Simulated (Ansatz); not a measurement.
In doubt: one-shot GW on d or f shells is unsure, so the values of those runs are not to be relied on.

Rows from a G0W0 calculation on BaSrCeTiO6 (F-43m) (Ansatz 0.2.0; G0W0 on PBE, plane waves, PAW; PAW set soft_1; 4×4×4 mesh, 134 empty bands, screening to 54 eV, PAW set soft_1 files), in eV. Spin-orbit coupling is left out.

```tsv
row	k	band	start	Σx	Σc at the solution	Vxc
A	Γ	c2	11.441	-23.499	-11.439	-37.628
B	Γ	c1	11.111	-22.423	-12.135	-37.257
C	(0.250, -0.500, -0.250)	c2	11.381	-22.964	-11.189	-36.839
D	Γ	v1	8.951	-25.394	4.923	-20.466
E	(0.250, -0.500, -0.250)	c1	11.120	-22.477	-12.152	-37.330
F	(0.250, -0.500, -0.250)	v1	8.853	-25.886	4.626	-21.365
```

Question: Give the quasiparticle energies and the shift of each level.

The quasiparticle equation reads E = start + Σx + Σc(E) − Vxc.

```tsv
row	E (eV)	shift (eV)
A	14.130	+2.690
B	13.810	+2.699
C	14.067	+2.686
D	8.946	−0.005
E	13.820	+2.700
F	8.958	+0.105
```

The gap over the computed points goes from 2.16 eV to 4.85 eV.

Limits: not at the basis limit; f levels unsure; no spin polarisation; f levels unsure; no spin-orbit coupling.

[Paths, hosts, dates, memory and timing lines, banners, echoed tables and standing remarks are left out of the program output.]

[Logs are printed without paths, hosts, clocks, repeated set-up lines and the standing remarks that a program may print on its own settings, such as how far it seeks lower states.]

[Runs of the session that timed out or met a known fault of the program may be left out.]

[Cells called generated may have been cut or substituted from an entry of the Crystallography Open Database or the Materials Project.]

[Hosts, paths, dates, database ids (printed as entryN), source tags and the programs' standing remarks are cut or masked in the printed files.]
